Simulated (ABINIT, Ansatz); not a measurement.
# Quasiparticle gap of BaH2 (P6_3/mmc) in ABINIT, part 3 of 3

Wanted: ground state, empty states, screening and self-energy for BaH2 (P6_3/mmc).

ABINIT 10.8.3; PBEsol and many-body steps on it, plane waves. Known limits of the many-body steps: not at the basis limit; no spin-orbit coupling; coarse k mesh.

So far. Step 3 (Bands along the symmetry lines): The gap is 1.473 eV, as in the run before at this level. Step 4 (Empty states on the mesh, 3×3×4 mesh, 406 bands): On this mesh the gap is 1.473 eV.

## (5) Screening, 3×3×4 mesh, 370 bands, screening to 272.1 eV

The RPA dielectric matrix is built and inverted for each q.

This step: RPA screening on PBEsol, plane waves, norm-conserving pseudopotentials.

Contents of run.abi:

```
acell 3*1.0 Angstrom
rprim 
  4.462025052349 0.000000000014 0.000000000000
  -2.231012526186 3.864227047650 0.000000000000
  0.000000000000 0.000000000000 6.055292590000
ntypat 2
znucl 56 1
natom 6
typat 1 1 2 2 2 2
xred 
  0.666666666667 0.333333333333 0.750000000000
  0.333333333333 0.666666666667 0.250000000000
  0.333333333333 0.666666666667 0.750000000000
  0.666666666667 0.333333333333 0.250000000000
  -0.000000000000 -0.000000000000 0.500000000000
  -0.000000000000 -0.000000000000 0.000000000000
pp_dirpath "pseudos"
pseudos "Ba.upf, H.upf"
ecut 32
ngkpt 3 3 4
nshiftk 1
shiftk 0 0 0
kptopt 1
chksymbreak 0
istwfk *1
occopt 1
irdwfk 1
optdriver 3
nband 370
ecuteps 10
inclvkb 2
awtr 1
symchi 1
indata_prefix "in"
outdata_prefix "out"
tmpdata_prefix "tmp"
```

Run with:

```console
OMP_NUM_THREADS=1 mpirun -n 8 abinit run.abi > log
```

Numbers of over 12 decimals in the logs are rounded to 6 here.

The program printed:

```text
.Version 10.8.3 of ABINIT. v10.8.2 released Aug 2026.

 Symmetries : space group P6_3/m m c (#194); Bravais hP (primitive hexag.)
[... echo of the input left out ...]
== DATASET  1 ==================================================================
-   mpi_nproc: 8, omp_nthreads: 1 (-1 if OMP is not activated)

--- !DatasetInfo
iteration_state: {dtset: 1, }
dimensions: {natom: 6, nkpt: 9, mband: 370, nsppol: 1, nspinor: 1, nspden: 1, mpw: 6126, }
cutoff_energies: {ecut:  32.0, pawecutdg:  -1.0, }
electrons: {nelect:   2.40000000E+01, charge:   0.00000000E+00, occopt:   1.00000000E+00, tsmear:   1.00000000E-02, }

 SCREENING: Calculation of the susceptibility and dielectric matrices

 Based on a program developped by R.W. Godby, V. Olevano, G. Onida, and L. Reining.
 Incorporated in ABINIT by V. Olevano, G.-M. Rignanese, and M. Torrent.
.Using double precision arithmetic ; gwpc =  8

[... cell and pseudopotentials left out ...]
--------------------------------------------------------------------------------

 ==== K-mesh for the wavefunctions ====
 Number of points in the irreducible wedge :     9
[... list of points left out ...]
 Together with 24 symmetry operations and time-reversal symmetry
 yields    36 points in the full Brillouin Zone.

 ==== Q-mesh for the screening function ====
 Number of points in the irreducible wedge :     9
[... list of points left out ...]
 Together with 24 symmetry operations and time-reversal symmetry
 yields    36 points in the full Brillouin Zone.

 setmesh: FFT mesh size selected  =    32x   32x   48
          total number of points  =        49152

 vcoul_init : cutoff-mode = AUXILIARY_FUNCTION
 q-points for optical limit:   1
     1)      0.000010    0.000020    0.000030

- screening: taking advantage of time-reversal symmetry
- Maximum band index for partially occupied states nbvw = 12
- Remaining bands to be divided among processors   nbcw = 358
- Number of bands treated by each node ~44

 Number of electrons calculated from density =   24.0000; Expected =   24.0000
 average of density, n =  0.034063
 r_s =    1.9137
 omega_plasma =   17.8032 [eV]

 calculating chi0 at frequencies [eV] :
  1    0.000000E+00    0.000000E+00
  2    0.000000E+00    1.780320E+01

--------------------------------------------------------------------------------
  q-point number  1        q = ( 0.000000, 0.000000, 0.000000) [r.l.u.]
--------------------------------------------------------------------------------
[... chi0 elements left out ...]
 For q-point:  0.000010 0.000020 0.000030
  dielectric constant =   5.6972
  dielectric constant without local fields =   6.3389

  Average fulfillment of the sum rule on Im[epsilon] for q-point    1 :    100.19  [%]
[... wings left out ...]
  q-point number  2        q = ( 0.333333, 0.000000, 0.000000) [r.l.u.]
--------------------------------------------------------------------------------
[... chi0 elements left out ...]
  Average fulfillment of the sum rule on Im[epsilon] for q-point    2 :    102.65  [%]

 [... 7 further q-points ...]
```

It took 2.3 min on 8 MPI ranks of AMD EPYC 9R45, shared host; peak memory 4.8 GiB.

This step gave:

- ε∞ with local fields, on this mesh, along the program's q direction: 5.697
- the same without local fields: 6.339
- plasma frequency: 17.80 eV
- plane waves in the screening matrix: 1049

Local fields lower ε∞ by 10 %. On a Γ-centred mesh this coarse the value itself is usually too large, while a short band sum pulls it down.

## (6) Self-energy, 3×3×4 mesh, 370 bands, screening to 272.1 eV

The self-energy is evaluated for the states that the input lists, and the levels follow from it, in one-shot runs by the linearised quasiparticle equation.

This step: G0W0 on PBEsol, plane waves, norm-conserving pseudopotentials.

run.abi, as its differences from that of step 5:

```diff
@@ -27,8 +27,19 @@
 irdwfk 1
-optdriver 3
+optdriver 4
 nband 370
+gwcalctyp 0
+ecutsigx 32
+symsigma 1
+nkptgw 3
+kptgw 
+  0.0000000000 0.0000000000 0.0000000000
+  0.3333333333 0.3333333333 0.5000000000
+  0.0000000000 0.0000000000 0.2500000000
+bdgw 
+  11 14
+  11 14
+  11 14
 ecuteps 10
-inclvkb 2
-awtr 1
-symchi 1
+irdscr 1
+ppmodel 1
 indata_prefix "in"
```

The program printed:

```text
.Version 10.8.3 of ABINIT. v10.8.2 released Aug 2026.

 Symmetries : space group P6_3/m m c (#194); Bravais hP (primitive hexag.)
[... echo of the input left out ...]
== DATASET  1 ==================================================================
-   mpi_nproc: 8, omp_nthreads: 1 (-1 if OMP is not activated)

--- !DatasetInfo
iteration_state: {dtset: 1, }
dimensions: {natom: 6, nkpt: 9, mband: 370, nsppol: 1, nspinor: 1, nspden: 1, mpw: 6126, }
cutoff_energies: {ecut:  32.0, pawecutdg:  -1.0, }
electrons: {nelect:   2.40000000E+01, charge:   0.00000000E+00, occopt:   1.00000000E+00, tsmear:   1.00000000E-02, }

 SIGMA: Calculation of the GW corrections

 Based on a program developped by R.W. Godby, V. Olevano, G. Onida, and L. Reining.
 Incorporated in ABINIT by V. Olevano, G.-M. Rignanese, and M. Torrent.
.Using double precision arithmetic ; gwpc =  8

[... cell and pseudopotentials left out ...]
--------------------------------------------------------------------------------

 ==== K-mesh for the wavefunctions ====
 Number of points in the irreducible wedge :     9
[... list of points left out ...]
 Together with 24 symmetry operations and time-reversal symmetry
 yields    36 points in the full Brillouin Zone.

 ==== Q-mesh for screening function ====
 Number of points in the irreducible wedge :     9
[... list of points left out ...]
 Together with 24 symmetry operations and time-reversal symmetry
 yields    36 points in the full Brillouin Zone.

 vcoul_init : cutoff-mode = AUXILIARY_FUNCTION
 q-points for optical limit:   1
     1)      0.000010    0.000020    0.000030
 setmesh: FFT mesh size selected  =    40x   40x   60
          total number of points  =        96000

 Number of electrons calculated from density =   24.0000; Expected =   24.0000
 average of density, n =  0.034063
 r_s =    1.9137
 omega_plasma =   17.8032 [eV]

 === KS Band Gaps ===
  >>>> For spin  1
   Minimum direct gap =   2.5425 [eV], located at k-point      :   0.0000  0.0000  0.2500
   Fundamental gap    =   1.4734 [eV], Top of valence bands at :   0.0000  0.0000  0.0000
                                       Bottom of conduction at :   0.3333  0.3333  0.5000
 SIGMA fundamental parameters:
 PLASMON POLE MODEL  1
 number of plane-waves for SigmaX                 6089
 number of plane-waves for SigmaC and W           1049
 number of plane-waves for wavefunctions          6089
 number of bands                                   370
 number of independent spin polarizations            1
 number of spinorial components                      1
 number of k-points in IBZ                           9
 number of q-points in IBZ                           9
 number of symmetry operations                      24
 number of k-points in BZ                           36
 number of q-points in BZ                           36
 number of frequencies for dSigma/dE                 9
 frequency step for dSigma/dE [eV]                0.25
 number of omega for Sigma on real axis              0
 max omega for Sigma on real axis  [eV]           0.00
 zcut for avoiding poles [eV]                     0.10

 EPSILON^-1 parameters (SCR file):
 dimension of the eps^-1 matrix on file           1049
 dimension of the eps^-1 matrix used              1049
 number of plane-waves for wavefunctions          6089
 number of bands                                   370
 number of q-points in IBZ                           9
 number of frequencies                               2
 number of real frequencies                          1
 number of imag frequencies                          1

 matrix elements of self-energy operator (all in [eV])

 Perturbative Calculation

--- !SelfEnergy_ee
iteration_state: {dtset: 1, }
kpoint     : [   0.000,    0.000,    0.000, ]
spin       : 1
KS_gap     :    2.726
QP_gap     :    4.415
Delta_QP_KS:    1.689
data: !SigmaeeData |
     Band     E0 <VxcDFT>   SigX SigC(E0)      Z dSigC/dE  Sig(E)    E-E0       E
       11   3.623 -10.603 -13.401   1.412   0.775  -0.291 -11.677  -1.074   2.549
       12   4.131 -10.774 -13.444   1.283   0.776  -0.288 -11.851  -1.076   3.055
       13   6.857  -9.229  -4.725  -3.753   0.816  -0.226  -8.616   0.613   7.469
       14   6.857  -9.229  -4.725  -3.753   0.816  -0.226  -8.616   0.613   7.469

--- !SelfEnergy_ee
iteration_state: {dtset: 1, }
kpoint     : [   0.333,    0.333,    0.500, ]
spin       : 1
KS_gap     :    3.017
QP_gap     :    4.716
Delta_QP_KS:    1.699
data: !SigmaeeData |
     Band     E0 <VxcDFT>   SigX SigC(E0)      Z dSigC/dE  Sig(E)    E-E0       E
       11   2.587 -11.064 -14.213   1.688   0.776  -0.288 -12.198  -1.134   1.453
       12   2.587 -11.064 -14.213   1.688   0.776  -0.288 -12.198  -1.134   1.453
       13   5.605  -8.700  -4.365  -3.644   0.818  -0.222  -8.135   0.565   6.169
       14   5.605  -8.700  -4.365  -3.644   0.818  -0.222  -8.135   0.565   6.169

--- !SelfEnergy_ee
iteration_state: {dtset: 1, }
kpoint     : [   0.000,    0.000,    0.250, ]
spin       : 1
KS_gap     :    2.542
QP_gap     :    4.238
Delta_QP_KS:    1.696
data: !SigmaeeData |
     Band     E0 <VxcDFT>   SigX SigC(E0)      Z dSigC/dE  Sig(E)    E-E0       E
       11   3.480 -10.442 -13.227   1.417   0.775  -0.291 -11.502  -1.060   2.419
       12   4.079 -10.806 -13.496   1.298   0.776  -0.289 -11.887  -1.081   2.999
       13   6.622  -9.221  -4.682  -3.784   0.815  -0.226  -8.605   0.615   7.237
       14   6.622  -9.221  -4.682  -3.784   0.815  -0.226  -8.605   0.615   7.237

== END DATASET(S) ==============================================================
================================================================================

 -outvars: echo values of variables after computation  --------
           etotal      0.0000000000E+00
            nband         370
             nkpt           9
          spgroup         194
 [... the other variables as echoed above ...]

 Calculation completed.
```

Wall time 3.2 min (8 MPI ranks); peak memory 8.7 GiB.

Numbers from this step:

```yaml
g0w0_gap_on_the_points_computed: 3.114 eV
starting_gap_on_the_mesh: 1.473 eV
k_of_the_valence_top: 0, 0, 0
k_of_the_conduction_bottom: 0.3333, 0.3333, 0.5
z_at_the_valence_top: 0.776
z_at_the_conduction_bottom: 0.818
least_direct_g0w0_gap_on_the_computed_points: 4.238 eV
```

The gap on the mesh goes from 1.47 eV to 3.11 eV, a correction of +1.64 eV.

Limits: finite bands, cutoff and mesh; no spin-orbit coupling; coarse k mesh. v1 is the top filled band, c1 the lowest empty one. The levels before and after the correction (eV, zero at the valence-band top of each column):

```
           conduction bottom  valence top
Kohn-Sham               1.47         0.00
     G0W0               3.11         0.00
```

```
                             level  energy (eV)
Kohn-Sham                     Γ v2       -0.508
Kohn-Sham                     Γ v1        0.000
Kohn-Sham                  Γ c1-c2        2.725
Kohn-Sham  (0.333 0.333 0.5) v2-v1       -1.544
Kohn-Sham  (0.333 0.333 0.5) c1-c2        1.473
     G0W0                     Γ v2       -0.506
     G0W0                     Γ v1        0.000
     G0W0                  Γ c1-c2        4.414
     G0W0  (0.333 0.333 0.5) v2-v1       -1.602
     G0W0  (0.333 0.333 0.5) c1-c2        3.114
```

## (7) Where the time went

Times are wall times on 8 MPI ranks of AMD EPYC 9R45, shared host, good to a factor of about two.

```
                          step     time  share  memory (GiB)
                  ground state    7.6 s    1 %          0.77
bands along the symmetry lines     11 s    2 %          0.73
      empty states on the mesh  3.7 min   39 %          0.98
                     screening  2.3 min   24 %           4.8
                   self-energy  3.2 min   33 %           8.7
```

## (8) Results

- PBEsol gap: 1.47 eV, indirect
- G0W0 gap on the mesh: 3.11 eV
- GW settings: 3×3×4 mesh, 370 bands, screening to 272.1 eV, Godby-Needs plasmon pole
- known limits: not at the basis limit; no spin-orbit coupling; coarse k mesh

G0W0 moves the gap on the mesh from 1.47 eV to 3.11 eV (+1.64 eV), with Z of 0.78 and 0.82 at the edges. Local fields lower the RPA ε∞ on this mesh from 6.34 to 5.70; a Γ-centred mesh this coarse tends to raise both, most where the direct gap is narrow, while a short band sum lowers them. Only 3 of the mesh's irreducible points were corrected, so a valley elsewhere could overtake. Bands and cutoff are finite, so the gap is not at the basis limit. The miss can reach some tenths of an eV and take either sign; the mesh is an error of its own. In the G0W0 run levels were corrected at 3 k points alone, so a gap called «on the mesh» is the least over those, and an edge elsewhere would be missed. The 3×3×4 mesh is coarse for this cell, which bears on the long-range parts of exchange and screening. The many-body steps are scalar-relativistic: spin-orbit coupling is not in them.

[Paths, hosts, dates, memory and timing lines, banners, echoed tables and standing remarks are left out of the program output.]

[Logs are printed without paths, hosts, clocks, repeated set-up lines and the standing remarks that a program may print on its own settings, such as how far it seeks lower states.]

[Runs of the session that timed out or met a known fault of the program may be left out.]

[Hosts, paths, dates, database ids (printed as entryN), source tags and the programs' standing remarks are cut or masked in the printed files.]

[G0W0 gaps are taken among the corrected bands and points alone; a level outside them can change the order at an edge.]

[Where Ansatz stands beside ABINIT at settings called matched, ABINIT's density can come from a denser mesh and the files from another edition; pairs whose starting gaps differed by over 0.03 eV were left out, so agreement reads better than it is.]
